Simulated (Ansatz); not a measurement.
# A hypothetical structure for ZrPbCl6, part 2 of 2

This structure for ZrPbCl6 is made up. Its elements were placed in a known structure type with a cell scaled to their sizes. What cell does the guess relax to, and how far off was it?

Ansatz 0.2.0; DFT, PBE, plane-wave PAW, files of the set soft_1, scalar-relativistic, no spin, cell and ions relaxed at zero pressure; PAW set soft_1 (the session's first sound run).

So far: The structure; Relaxing cell and atoms. The relaxed cell has a = 10.764 Å (conventional setting).

## (3) Bands of the relaxed cell

A second self-consistent run takes a narrower smearing and the mesh shown in its input; the bands follow along the standard path of the relaxed lattice.

This step: DFT, PBE, plane-wave PAW, files of the set soft_1, scalar-relativistic, no spin, bands and density of states at the relaxed cell; PAW set soft_1 (Ansatz 0.2.0).

input.yaml

```yaml
crystal:
  lattice:
    - [0.0, 5.381910032, 5.381910032]
    - [5.381910032, 0.0, 5.381910032]
    - [5.381910032, 5.381910032, 0.0]
  atoms:
    - { symbol: Pb, position: [0.5, 0.5, 0.5] }
    - { symbol: Zr, position: [0.0, 0.0, 0.0] }
    - { symbol: Cl, position: [0.7697375113, 0.7697375113, 0.2302624887] }
    - { symbol: Cl, position: [0.2302624887, 0.2302624887, 0.7697375113] }
    - { symbol: Cl, position: [0.7697375113, 0.2302624887, 0.7697375113] }
    - { symbol: Cl, position: [0.2302624887, 0.7697375113, 0.2302624887] }
    - { symbol: Cl, position: [0.2302624887, 0.7697375113, 0.7697375113] }
    - { symbol: Cl, position: [0.7697375113, 0.2302624887, 0.2302624887] }
kpoints:
  mp_grid: { grid: [6, 6, 6] }
  band_path:
    path:
      - [[0.0, 0.0, 0.0], [0.5, 0.0, 0.5], [0.5, 0.25, 0.75], [0.375, 0.375, 0.75], [0.0, 0.0, 0.0], [0.5, 0.5, 0.5], [0.625, 0.25, 0.625], [0.5, 0.25, 0.75], [0.5, 0.5, 0.5], [0.375, 0.375, 0.75]]
      - [[0.625, 0.25, 0.625], [0.5, 0.0, 0.5]]
    npoints: 8
scf:
  occupations: { method: fermi_dirac, width: 0.03 }
  n_extra_bands: 12
hamiltonian:
  xc: pbe
  pseudopotentials: { kind: paw, azcp: { folder: soft_1 } }
output:
  forces: true
  stress: true
  write_bands: true
  dos: { projected: true }
  write_density: true
  write_potential: true
  elf: true
  volumetric_format: npy
```

The run is started by

```bash
ansatz run input.yaml --threads 4 --pin off --max-ram 10240MiB --backend cpu --events-out ev --progress --plain --runs-dir out
```

Numbers of over 12 decimals in the logs are rounded to 6 here.

What it wrote:

```text
[...]
Crystal: 8 atoms, lattice volume = 311.774 Å³
Basis set: ecut = 420 eV, 6081 PW (Γ), exchange–correlation on 108×108×108 points (8 copies of the dense FFT grid, shifted against one another)
Bands: 46, of which v1, the nominal top of the filled ones, is band 34 counted from 1 (33 counted from 0)
Symmetry: 48 space group operations
[...]
k-points: 16 of 216
[...]
SCF iter   1: F=—  HF=-22585.519211 eV  |F-HF|=—  |Δ(HF+E_count)|=         —  Δρ=4.24e-2  dr2=2.30e1  ethr=3.10e-3  ⟨swp⟩=8.9  Hψ=3634  notcnv=0  defer=6
[...]
SCF iter  10: F=-22581.896910 eV  HF=-22581.896910 eV  |F-HF|=2.77e-8  |Δ(HF+E_count)|=   4.57e-7  Δρ=1.40e-6  dr2=1.12e-8  ethr=1.47e-10  ⟨swp⟩=21.3  Hψ=6865  notcnv=0
SCF 1 converged in 10 iterations: F = -22581.896910 eV  dr2 = 1.12e-8
[...]
NSCF: frozen V_eff on 82 k-points
WARN: The input density's exchange-correlation potential varies sharply where the density is thin. Do not read a vacuum level from v_tot or v_xc, or from such a field of the output density. On a cell that repeats whose density bears no net charge and no dipole along the vacuum's axis use v_es (v_loc + v_h of the components); under efield.dipole_correction with no amplitude use v_es + v_field, which holds any external [...]
SCF converged after 10 iterations
Free energy (F): -22581.896910 eV
[...]
Internal energy: -22581.896910 eV  (E = F + TS)
E sigma→0 (E₀):  -22581.896910 eV
Fermi energy:    1.269223 eV
[...]
--- Forces (eV/Å), atoms counted from 1 ---
  atom   1  Pb     0.00000000    -0.00000000     0.00000000
  atom   2  Zr     0.00000000    -0.00000000    -0.00000000
  atom   3  Cl    -0.00000000     0.00000000    -0.00293116
  atom   4  Cl    -0.00000000     0.00000000     0.00293116
  atom   5  Cl    -0.00000000    -0.00293116     0.00000000
  atom   6  Cl     0.00000000     0.00293116     0.00000000
  atom   7  Cl    -0.00293116     0.00000000     0.00000000
  atom   8  Cl     0.00293116     0.00000000     0.00000000
  max |Σ_I F_I| component: 1.89e-17 eV/Å
--- Stress (GPa, compression-positive) ---
        0.001245      -0.000000       0.000000
       -0.000000       0.001245      -0.000000
       -0.000000       0.000000       0.001245
  P = ⅓ Tr σ = 0.0012 GPa (0.012 kbar)
--- Band table (eV; the first three rows and the last of 16) ---
  k-point 0: bands = [... 30 lower, -0.9717, -0.4130, -0.4130, -0.4130, 3.0822, 3.0822, 3.0822, 4.3947, ... 8 higher]
  k-point 1: bands = [... 30 lower, -0.9074, -0.4679, -0.4679, -0.4435, 3.0541, 3.1093, 3.1093, 4.0872, ... 8 higher]
  k-point 2: bands = [... 30 lower, -0.6848, -0.5957, -0.5957, -0.5160, 2.9621, 3.1187, 3.1187, 3.7452, ... 8 higher]
  k-point 15: bands = [... 30 lower, -0.8954, -0.8108, -0.6864, -0.4987, 3.1334, 3.2832, 3.3906, 3.8208, ... 8 higher]
```

It took 13 s on 4 threads of Arm Neoverse V1, shared host; peak memory 1 GiB; 48 s of CPU time.

Numbers from this step:

| Quantity | Value |
| --- | --- |
| Fermi energy | 1.269 eV |
| gap by band count | 3.312 eV |
| pressure | 0.001245 GPa |
| gap on the k-mesh | 3.312 eV |

From bands.tsv. Electronic bands along the path, in eV, zero at the valence top; v1 is the highest filled band, c1 the lowest empty one:

| point | v4 | v3 | v2 | v1 | c1 | c2 | c3 | c4 |
| --- | --- | --- | --- | --- | --- | --- | --- | --- |
| Γ | -0.56 | 0.00 | 0.00 | 0.00 | 3.50 | 3.50 | 3.50 | 4.81 |
| halfway | -0.50 | -0.19 | -0.19 | 0.00 | 3.50 | 3.60 | 3.60 | 4.01 |
| X | -0.55 | -0.40 | -0.40 | 0.00 | 3.50 | 3.80 | 3.80 | 5.08 |
| halfway | -0.51 | -0.40 | -0.32 | -0.05 | 3.53 | 3.74 | 3.80 | 4.46 |
| W | -0.43 | -0.40 | -0.17 | -0.17 | 3.61 | 3.61 | 3.80 | 4.03 |
| halfway | -0.46 | -0.38 | -0.25 | -0.11 | 3.55 | 3.67 | 3.79 | 4.15 |
| K | -0.51 | -0.35 | -0.30 | -0.09 | 3.51 | 3.71 | 3.77 | 4.36 |
| halfway | -0.32 | -0.18 | -0.14 | -0.08 | 3.46 | 3.50 | 3.61 | 3.96 |
| Γ | -0.56 | 0.00 | 0.00 | 0.00 | 3.50 | 3.50 | 3.50 | 4.81 |
| halfway | -0.40 | -0.12 | -0.12 | -0.06 | 3.43 | 3.54 | 3.54 | 4.30 |
| L | -0.26 | -0.26 | -0.15 | -0.13 | 3.31 | 3.50 | 3.50 | 4.07 |
| halfway | -0.36 | -0.27 | -0.23 | -0.16 | 3.43 | 3.59 | 3.63 | 4.11 |
| U | -0.51 | -0.35 | -0.30 | -0.09 | 3.51 | 3.71 | 3.77 | 4.36 |
| halfway | -0.46 | -0.38 | -0.25 | -0.11 | 3.55 | 3.67 | 3.79 | 4.15 |
| W | -0.43 | -0.40 | -0.17 | -0.17 | 3.61 | 3.61 | 3.80 | 4.03 |
| halfway | -0.37 | -0.29 | -0.21 | -0.17 | 3.46 | 3.59 | 3.67 | 4.08 |
| L | -0.26 | -0.26 | -0.15 | -0.13 | 3.31 | 3.50 | 3.50 | 4.07 |
| halfway | -0.36 | -0.27 | -0.23 | -0.16 | 3.43 | 3.59 | 3.63 | 4.11 |
| K | -0.51 | -0.35 | -0.30 | -0.09 | 3.51 | 3.71 | 3.77 | 4.36 |
| jump to U | -0.51 | -0.35 | -0.30 | -0.09 | 3.51 | 3.71 | 3.77 | 4.36 |
| halfway | -0.54 | -0.39 | -0.37 | -0.03 | 3.51 | 3.78 | 3.80 | 4.80 |
| X | -0.55 | -0.40 | -0.40 | 0.00 | 3.50 | 3.80 | 3.80 | 5.08 |

Counts of states for the cell as run, both spins, by energy window (eV from the valence-band top):

| from | to | total |
| --- | --- | --- |
| -8 | -7 | 0.00 |
| -7 | -6 | 2.00 |
| -6 | -5 | 0.00 |
| -5 | -4 | 0.00 |
| -4 | -3 | 2.17 |
| -3 | -2 | 5.94 |
| -2 | -1 | 9.94 |
| -1 | 0 | 17.95 |
| 0 | 1 | 0.00 |
| 1 | 2 | 0.00 |
| 2 | 3 | 0.00 |
| 3 | 4 | 6.05 |
| 4 | 5 | 4.63 |
| 5 | 6 | 1.32 |
| 6 | 7 | 2.44 |
| 7 | 8 | 3.38 |

Below -8 eV lie 30.0 more states.

Valence density in the ac plane of the conventional cell at fractional y = 0.000, with atoms of Pb and Zr and Cl within 0.2 Å of it. It is the smooth field of the valence electrons, not physical close to the nuclei.

Ten steps, logarithmic in the rise over the least value, from '0' (0.0 e/Å³) to '9' (7.0 e/Å³), each cell a mean:
```
886456666532579986324666654478
763235665322357764213456543356
432112332111123332101233221234
653210000000123332100000011345
665310000001245553200000002466
565310000002466665310000002466
664210000002466565310000001356
543100000002356664210000001234
321100111111245543211111000122
542112344432234542223443211234
875323566653367874345666422468
986334665664578886456656533589
986324666654478886456666532579
764213456543356763235665322357
332101233221234432112332111123
332100000011345653210000000123
553200000002466665310000001245
665310000002466565310000002466
565310000001356664210000002466
664210000001234543100000002356
543211111000122321100111111245
542223443211234542112344432234
874345666422468875323566653367
886456656533589986334665664578
```
Columns run along a (10.8 Å), rows up along c (10.8 Å), edges of the conventional cell, whose origin can differ from the input's. Atoms in or near the plane, at fractional coordinates: Pb at (0.50, 0.00), Pb at (0.00, 0.50), Zr at (0.00, 0.00), Zr at (0.50, 0.50), Cl at (0.50, 0.27), Cl at (0.00, 0.77), Cl at (0.00, 0.23), Cl at (0.50, 0.73), Cl at (0.77, 0.00), Cl at (0.27, 0.50), Cl at (0.23, 0.00), Cl at (0.73, 0.50).

Electrostatic potential energy in the ac plane of the conventional cell at fractional y = 0.000, with atoms of Pb and Zr and Cl within 0.2 Å of it. With pseudopotentials it is smooth inside the atoms' cores, unlike the true potential.

Ten even steps from '_' (-43 eV) to '@' (7 eV), each cell a mean:
```
____--####--____::**%%%%++____..__::##%%%%==..__..++##++____
..--**%%%%##++==**%%@@%%##==::..--**%%@@@@%%++==**%%%%##==::
####%%@@@@@@@@@@@@@@@@@@%%%%######%%@@@@@@@@@@@@@@@@@@%%%%##
++**%%@@@@@@@@@@@@@@@@@@@@@@%%%%%%@@@@@@@@@@@@@@@@@@@@@@##++
__::**@@@@@@@@@@@@@@@@@@@@%%++++**%%@@@@@@@@@@@@@@@@@@%%==..
__..++@@@@@@@@@@@@@@@@@@%%==..__::**@@@@@@@@@@@@@@@@@@%%::__
..--##@@@@@@@@@@@@@@@@@@%%::____..++@@@@@@@@@@@@@@@@@@%%++::
##%%@@@@@@@@@@@@@@@@@@@@%%++::..--##@@@@@@@@@@@@@@@@@@@@%%##
%%%%@@@@@@@@@@@@@@@@@@@@@@%%####%%%%@@@@@@@@@@@@@@@@@@@@%%%%
++**%%%%@@@@@@%%%%%%@@@@%%##++++**%%%%@@@@%%%%@@@@@@@@%%##++
__..++%%%%%%**--::==##%%**::____..++##%%++::::==%%@@%%**::__
..__::##%%%%--____..==##++________::##**::____..**%%%%==__..
..__::##%%%%==..__..++##++________--####--____::**%%%%++____
..--**%%@@@@%%++==**%%%%##==::..--**%%%%##++==**%%@@%%##==::
####%%@@@@@@@@@@@@@@@@@@%%%%######%%@@@@@@@@@@@@@@@@@@%%%%##
%%%%@@@@@@@@@@@@@@@@@@@@@@##++++**%%@@@@@@@@@@@@@@@@@@@@@@%%
++**%%@@@@@@@@@@@@@@@@@@%%==..__::**@@@@@@@@@@@@@@@@@@@@%%++
__::**@@@@@@@@@@@@@@@@@@%%::____..++@@@@@@@@@@@@@@@@@@%%==..
__..++@@@@@@@@@@@@@@@@@@%%++::..--##@@@@@@@@@@@@@@@@@@%%::__
..--##@@@@@@@@@@@@@@@@@@@@%%####%%@@@@@@@@@@@@@@@@@@@@%%++::
##%%%%@@@@@@@@@@@@@@@@@@@@%%%%%%%%@@@@@@@@@@@@@@@@@@@@@@%%##
++**%%%%@@@@%%%%@@@@@@@@%%##++++**%%%%@@@@@@%%%%%%@@@@%%##++
__..++##%%++::::==%%@@%%**::____..++%%%%%%**--::==##%%**::__
____::##**::____..**%%%%==__....__::##%%%%--____..==##++____
```
Columns run along a (10.8 Å; values clipped at the 3rd and 97th percentile), rows up along c (10.8 Å), edges of the conventional cell, whose origin can differ from the input's. Atoms in or near the plane, at fractional coordinates: Pb at (0.50, 0.00), Pb at (0.00, 0.50), Zr at (0.00, 0.00), Zr at (0.50, 0.50), Cl at (0.50, 0.27), Cl at (0.00, 0.77), Cl at (0.00, 0.23), Cl at (0.50, 0.73), Cl at (0.77, 0.00), Cl at (0.27, 0.50), Cl at (0.23, 0.00), Cl at (0.73, 0.50).

ELF in the ac plane of the conventional cell at fractional y = 0.000, with atoms of Pb and Zr and Cl within 0.2 Å of it. It is the smooth field of the valence electrons, not physical close to the nuclei.

Ten even steps from '_' (0.00) to '@' (0.87), each cell a mean:
```
**%%++--%%@@##**@@@@++::====..__::++--::##@@##**%%@@++--%%##
##++::::**@@@@@@@@%%--..--======++==::::**@@@@@@@@%%==..==**
==--::..::++%%%%##++..__..::::--::..____--**%%%%##==....::==
@@@@##==....::--::______::--======--..____..----..__::**%%@@
**@@@@##--____________==##@@@@@@@@%%++::__________..++@@@@##
==%%@@%%++..________::##@@@@%%**@@@@%%++..________--##@@@@++
%%@@@@##==__________::##@@@@++==%%@@%%==__________::**@@@@@@
%%%%**--..____..______==%%@@%%%%@@@@**::____..______::++##%%
::::..____..--++++--....==**######++::__::==++==::____..::::
==--::....==%%@@@@%%**::..::--==::....==##@@@@@@**::__::--==
--====::::##@@@@@@@@%%==::**%%%%##--::##@@@@@@@@%%==..--++--
__::==----%%@@**==##@@++==%%**==%%**--%%@@++==%%@@++::==--__
__::++--::##@@##**%%@@++--%%##**%%++--%%@@##**@@@@++::====..
==++==::::**@@@@@@@@%%==..==**##++::::**@@@@@@@@%%--..--====
--::..____--**%%%%##==....::====--::..::++%%%%##++..__..::::
====--..____..----..__::**%%@@@@@@##==....::--::______::--==
@@@@%%++::__________..++@@@@##**@@@@##--____________==##@@@@
**@@@@%%++..________--##@@@@++==%%@@%%++..________::##@@@@%%
==%%@@%%==__________::**@@@@@@%%@@@@##==__________::##@@@@++
%%@@@@**::____..______::++##%%%%%%**--..____..______==%%@@%%
####++::__::==++==::____..::::::::..____..--++++--....==**##
==::....==##@@@@@@**::__::--====--::....==%%@@@@%%**::..::--
%%##--::##@@@@@@@@%%==..--++----====::::##@@@@@@@@%%==::**%%
==%%**--%%@@++==%%@@++::==--____::==----%%@@**==##@@++==%%**
```
Columns run along a (10.8 Å), rows up along c (10.8 Å), edges of the conventional cell, whose origin can differ from the input's. Atoms in or near the plane, at fractional coordinates: Pb at (0.50, 0.00), Pb at (0.00, 0.50), Zr at (0.00, 0.00), Zr at (0.50, 0.50), Cl at (0.50, 0.27), Cl at (0.00, 0.77), Cl at (0.00, 0.23), Cl at (0.50, 0.73), Cl at (0.77, 0.00), Cl at (0.27, 0.50), Cl at (0.23, 0.00), Cl at (0.73, 0.50).

## (4) Summary of results

```json
{
  "space group, relaxed": "Fm-3m",
  "conventional cell": "a = 10.764, b = 10.764, c = 10.764 Å; α = 90.0°, β = 90.0°, γ = 90.0°",
  "volume per atom": "38.97 Å³ (guess 37.30)"
}
```

**Reading.** ZrPbCl6 relaxes to Fm-3m with a = 10.764, b = 10.764 and c = 10.764 Å. The guessed volume was 4 % too small. The space group Fm-3m was held in the relaxation, so the end point is a stationary structure within it and may be a saddle against distortions or other arrangements. It has an indirect Kohn–Sham gap of 3.31 eV, which semilocal functionals understate. On the 6×6×6 mesh with the narrower smearing (relaxed on 5×5×5) the largest force component is 0.003 eV/Å and the largest stress component is 0.001 GPa, within the relaxation's thresholds of 0.015 eV/Å and 0.05 GPa. The cutoff wasn't tested. Spin-orbit coupling is left out, which can matter for elements this heavy. No dispersion term is used, so weakly bound directions may come out too long. Nothing here tests whether the compound is stable against decomposition.

[Logs are printed without paths, hosts, clocks, repeated set-up lines and the standing remarks that a program may print on its own settings, such as how far it seeks lower states.]

[Hosts, paths, dates, database ids (printed as entryN), source tags and the programs' standing remarks are cut or masked in the printed files.]
